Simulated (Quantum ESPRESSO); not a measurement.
# NiO: parallel and opposed starts, part 2 of 2

Wanted: the moments of NiO and the energy of each order that was tried.

Quantum ESPRESSO 7.5; PBE; plane waves with GBRV 1.5 PBE potentials, no spin-orbit coupling.

So far, absolute magnetization (μB): step 2 (start 1: ferro +) 1.33.

## Step 4: Run 3 (antiferro q=(0,0,1/2) +−)

The cell is doubled to 4 atoms to hold this order.

Contents of pw.in:

```
&CONTROL
  calculation = 'scf'
  prefix = 'pwscf'
  outdir = './tmp'
  pseudo_dir = './pseudo'
  disk_io = 'nowf'
/
&SYSTEM
  ibrav = 0
  nat = 4
  ntyp = 3
  ecutwfc = 40
  ecutrho = 280
  nbnd = 33
  occupations = 'smearing'
  smearing = 'fd'
  degauss = 0.00734986
  nspin = 2
  starting_magnetization(1) = 0.1111
  starting_magnetization(2) = -0.1111
  starting_magnetization(3) = 0
/
&ELECTRONS
  conv_thr = 8d-09
  electron_maxstep = 150
  mixing_beta = 0.3
/
ATOMIC_SPECIES
Ni1    58.6934 ni_pbe_v1.4.uspp.F.UPF
Ni2    58.6934 ni_pbe_v1.4.uspp.F.UPF
O      15.9990 o_pbe_v1.2.uspp.F.UPF
CELL_PARAMETERS bohr
   0.0000000000    3.9417828252    3.9417828252
   3.9417828252    0.0000000000    3.9417828252
   7.8835656503    7.8835656503    0.0000000000
ATOMIC_POSITIONS crystal
Ni1     0.0000000000    0.0000000000    0.0000000000
Ni2     0.0000000000    0.0000000000    0.5000000000
O       0.5000000000    0.5000000000    0.2500000000
O       0.5000000000    0.5000000000    0.7500000000
K_POINTS automatic
8 8 4 0 0 0
```

Launch:

```bash
$ OMP_NUM_THREADS=1 mpirun -n 2 pw.x -nk 2 -in pw.in > pw.out
```

The log of the run:

```text
     [... lines left out ...]
Program PWSCF v.7.5 starts
     [... lines left out ...]
     number of atoms/cell      =            4
     [... lines left out ...]
     number of electrons       =        48.00
     number of Kohn-Sham states=           33
     kinetic-energy cutoff     =      40.0000  Ry
     charge density cutoff     =     280.0000  Ry
     scf convergence threshold =      8.0E-09
     [... lines left out ...]
     12 Sym. Ops., with inversion, found
     [... lines left out ...]
     number of k points=    35  Fermi-Dirac smearing, width (Ry)=  0.0073
     [... lines left out ...]
     iteration # 14     ecut=    40.00 Ry     beta= 0.30
     [... lines left out ...]
     Magnetic moment per site  (integrated on atomic sphere of radius R)
     atom   1 (R=0.292)  charge= 15.6803  magn=  1.3347
     atom   2 (R=0.292)  charge= 15.6803  magn= -1.3346
     atom   3 (R=0.292)  charge=  5.6618  magn= -0.0000
     atom   4 (R=0.292)  charge=  5.6618  magn= -0.0000
     [... lines left out ...]
     the Fermi energy is    14.3897 ev
!    total energy              =    -751.03768208 Ry
     estimated scf accuracy    <          5.1E-09 Ry
     smearing contrib. (-TS)   =      -0.00051356 Ry
     [... lines left out ...]
     total magnetization       =     0.00 Bohr mag/cell
     absolute magnetization    =     2.96 Bohr mag/cell
     convergence has been achieved in  14 iterations
```

It took 28 s on 2 MPI ranks of Arm Neoverse V2, shared host; peak memory 0.22 GiB; 55 s of CPU time.

Spin moment in the atom's sphere by atom:

```csv
atom,spin moment in the atom's sphere (μB)
Ni1,1.33
Ni2,-1.33
O3,0.00
O4,0.00
```

Read from the output:

```
smearing term TS       : 0.006987 eV
magnetization          : 0 μB
absolute magnetization : 2.955 μB
final state            : antiferromagnetic
```

## Step 5: Start 4: no spin polarisation

Contents of pw.in:

```
&CONTROL
  calculation = 'scf'
  prefix = 'pwscf'
  outdir = './tmp'
  pseudo_dir = './pseudo'
  disk_io = 'nowf'
/
&SYSTEM
  ibrav = 0
  nat = 2
  ntyp = 2
  ecutwfc = 40
  ecutrho = 280
  nbnd = 19
  occupations = 'smearing'
  smearing = 'fd'
  degauss = 0.00734986
/
&ELECTRONS
  conv_thr = 4d-09
  electron_maxstep = 150
  mixing_beta = 0.3
/
ATOMIC_SPECIES
Ni     58.6934 ni_pbe_v1.4.uspp.F.UPF
O      15.9990 o_pbe_v1.2.uspp.F.UPF
CELL_PARAMETERS bohr
   0.0000000000    3.9417828252    3.9417828252
   3.9417828252    0.0000000000    3.9417828252
   3.9417828252    3.9417828252    0.0000000000
ATOMIC_POSITIONS crystal
Ni      0.0000000000    0.0000000000    0.0000000000
O       0.5000000000    0.5000000000    0.5000000000
K_POINTS automatic
8 8 8 0 0 0
```

The log of the run:

```text
     [... lines left out ...]
Program PWSCF v.7.5 starts
     [... lines left out ...]
     number of atoms/cell      =            2
     [... lines left out ...]
     number of electrons       =        24.00
     number of Kohn-Sham states=           19
     kinetic-energy cutoff     =      40.0000  Ry
     charge density cutoff     =     280.0000  Ry
     scf convergence threshold =      4.0E-09
     [... lines left out ...]
     48 Sym. Ops., with inversion, found
     [... lines left out ...]
     number of k points=    29  Fermi-Dirac smearing, width (Ry)=  0.0073
     [... lines left out ...]
     iteration # 12     ecut=    40.00 Ry     beta= 0.30
     [... lines left out ...]
     the Fermi energy is    14.3324 ev
!    total energy              =    -375.49816097 Ry
     estimated scf accuracy    <          1.6E-09 Ry
     smearing contrib. (-TS)   =      -0.00539586 Ry
     [... lines left out ...]
     convergence has been achieved in  12 iterations
```

Elapsed: 3.6 s, on 2 MPI ranks; peak memory 0.13 GiB.

Read from the output:

```
smearing term TS : 0.07341 eV
final state      : non-magnetic (no spin polarisation)
```

## Step 6: What a mistake does

One input was spoiled on purpose, to see how the program answers.

Contents of pw.in:

```
&CONTROL
  calculation = 'scf'
  prefix = 'pwscf'
  outdir = './tmp'
  pseudo_dir = './pseudo'
  disk_io = 'nowf'
/
&SYSTEM
  ibrav = 0
  nat = 2
  ntyp = 2
  ecutwfc = 16
  ecutrho = 280
  nbnd = 20
  occupations = 'smearing'
  smearing = 'fd'
  degauss = 0.00734986
  nspin = 2
  starting_magnetization(1) = 0.1111
  starting_magnetization(2) = 0
/
&ELECTRONS
  conv_thr = 4d-09
  electron_maxstep = 50
  mixing_beta = 0.3
/
ATOMIC_SPECIES
Ni     58.6934 ni_pbe_v1.4.uspp.F.UPF
O      15.9990 o_pbe_v1.2.uspp.F.UPF
CELL_PARAMETERS angstrom
   0.0000000000    2.0859016414    2.0859016414
   2.0859016414    0.0000000000    2.0859016414
   2.0859016414    2.0859016414    0.0000000000
ATOMIC_POSITIONS crystal
Ni      0.0000000000    0.0000000000    0.0000000000
O       0.5000000000    0.5000000000    0.5000000000
K_POINTS automatic
8 8 8 0 0 0
```

The log of the run:

```text
[banner, memory and clock lines left out]
Program PWSCF v.7.5 starts

     Message from routine setup:
     using ibrav=0 with symmetry is DISCOURAGED, use correct ibrav instead

     bravais-lattice index     =            0
     lattice parameter (alat)  =       5.5745  a.u.
     unit-cell volume          =     122.4921 (a.u.)^3
     number of atoms/cell      =            2
     number of atomic types    =            2
     number of electrons       =        24.00
     number of Kohn-Sham states=           20
     kinetic-energy cutoff     =      16.0000  Ry
     charge density cutoff     =     280.0000  Ry
     scf convergence threshold =      4.0E-09
     mixing beta               =       0.3000
     number of iterations used =            8  plain     mixing
     Exchange-correlation= SLA  PW   PBE  PBE
                           (   1   4   3   4   0   0   0)

     [... lines left out ...]
     PseudoPot. # 1 for Ni read from file:
     ni_pbe_v1.4.uspp.F.UPF
     Pseudo is Ultrasoft + core correction, Zval = 18.0

     PseudoPot. # 2 for O  read from file:
     o_pbe_v1.2.uspp.F.UPF
     Pseudo is Ultrasoft + core correction, Zval =  6.0

     atomic species   valence    mass     pseudopotential
     Ni               18.00    58.69340     Ni( 1.00)
     O                 6.00    15.99900     O ( 1.00)

     Starting magnetic structure
     atomic species   magnetization
     Ni              0.111
     O               0.000

     48 Sym. Ops., with inversion, found

   Cartesian axes

     site n.     atom                  positions (alat units)
         1        Ni     tau(   1) = (   0.0000000   0.0000000   0.0000000  )
         2        O      tau(   2) = (   0.7071068   0.7071068   0.7071068  )

     number of k points=    29  Fermi-Dirac smearing, width (Ry)=  0.0073

     Dense  grid:     9721 G-vectors     FFT dimensions: (  30,  30,  30)

     Smooth grid:     1067 G-vectors     FFT dimensions: (  15,  15,  15)

     Check: negative core charge=   -0.000014
     Generating pointlists ...
     new r_m :   0.2917 (alat units)  1.6260 (a.u.) for type    1
     new r_m :   0.2917 (alat units)  1.6260 (a.u.) for type    2

     Initial potential from superposition of free atoms

     starting charge      22.0000, renormalised to      24.0000
     Starting wfcs are   17 randomized atomic wfcs +    3 random wfcs

     Self-consistent Calculation

     iteration #  1     ecut=    16.00 Ry     beta= 0.30
     Davidson diagonalization with overlap
     ethr =  1.00E-02,  avg # of iterations =  5.0

     total energy              =    -355.85381481 Ry
     estimated scf accuracy    <      46.42053846 Ry

     total magnetization       =     0.69 Bohr mag/cell
     absolute magnetization    =     0.69 Bohr mag/cell

     [... further iterations left out ...]

     iteration # 16     ecut=    16.00 Ry     beta= 0.30
     Davidson diagonalization with overlap
     ethr =  5.25E-11,  avg # of iterations =  2.0

     Magnetic moment per site  (integrated on atomic sphere of radius R)
     atom   1 (R=0.292)  charge= 15.9099  magn= -0.0000
     atom   2 (R=0.292)  charge=  5.6888  magn=  0.0000

     End of self-consistent calculation

     [... lines left out ...]
     the Fermi energy is    13.9797 ev

!    total energy              =    -363.26296994 Ry
     estimated scf accuracy    <          2.4E-09 Ry
     smearing contrib. (-TS)   =      -0.00491611 Ry
     internal energy E=F+TS    =    -363.25805383 Ry

     The total energy is F=E-TS. E is the sum of the following terms:
     one-electron contribution =    -184.20281199 Ry
     hartree contribution      =      99.97410280 Ry
     xc contribution           =     -39.80603713 Ry
     ewald contribution        =    -239.22330751 Ry

     total magnetization       =    -0.00 Bohr mag/cell
     absolute magnetization    =     0.00 Bohr mag/cell

     convergence has been achieved in  16 iterations
```

Elapsed: 3.2 s, on 2 MPI ranks; peak memory 0.13 GiB.

Convergence was reached, yet the input spoils the result.

The fault in the input: a cutoff far too low.

Side by side:

```csv
quantity,this run,same start on sound input,difference
largest moment (μB),0,1.0988,-1.10
magnetization (μB),0,1.325,-1.32
absolute magnetization (μB),0,1.335,-1.33
```

The two runs differ clearly in the largest moment: 0 μB against 1.10 μB.

## Step 7: Ranking

An order is kept where moments of 0.15 μB or more survive with the typed signs; meshes match where a doubled cell samples the same k points as the first cell.

Orders:

```csv
start,final state,typed order kept,energy over the lowest (meV a seeded atom),largest site moment (μB),net moment (μB a cell of the first run),mesh matched,CPU time (s)
ferro +,ferromagnetic,yes,239.8,1.099,1.325,yes,16.24
"antiferro q=(0,1/2,1/2) +-",antiferromagnetic,yes,257.7,0.7604,0,yes,119.9
"antiferro q=(0,0,1/2) +-",antiferromagnetic,yes,0,1.335,0,yes,55.16
no spin polarisation,non-magnetic,-,281.4,0,0,yes,7.15
```

## Step 8: Outcome

```
lowest state found      : antiferromagnetic (from antiferro q=(0,0,1/2) +-)
largest site moment     : 1.33 μB
next state with moments : ferromagnetic, 240 meV a seeded atom higher
state without moments   : 281 meV a seeded atom higher
```

In words: Only these 4 starts were compared; other wavevectors, canted and longer-period orders were not. Energies are free energies at an electronic temperature of 1160 K, which lowers moments and differences where the moments are itinerant. No Hubbard term acts here. In such compounds local and semilocal functionals without one often delocalise the d electrons, and can shrink or lose moments and miss the size, sign and order of the couplings.

[Logs and program files are shortened in this print: banners, set-up blocks, solver, clock and traceback lines can be left out without a mark of their own.]

[Logs are printed without paths, hosts, clocks, repeated set-up lines and the standing remarks that a program may print on its own settings, such as how far it seeks lower states.]

[Hosts, paths, dates, database ids (printed as entryN), source tags and the programs' standing remarks are cut or masked in the printed files.]

[Where a cell is said to come from a database of computed structures, the database is the Materials Project.]
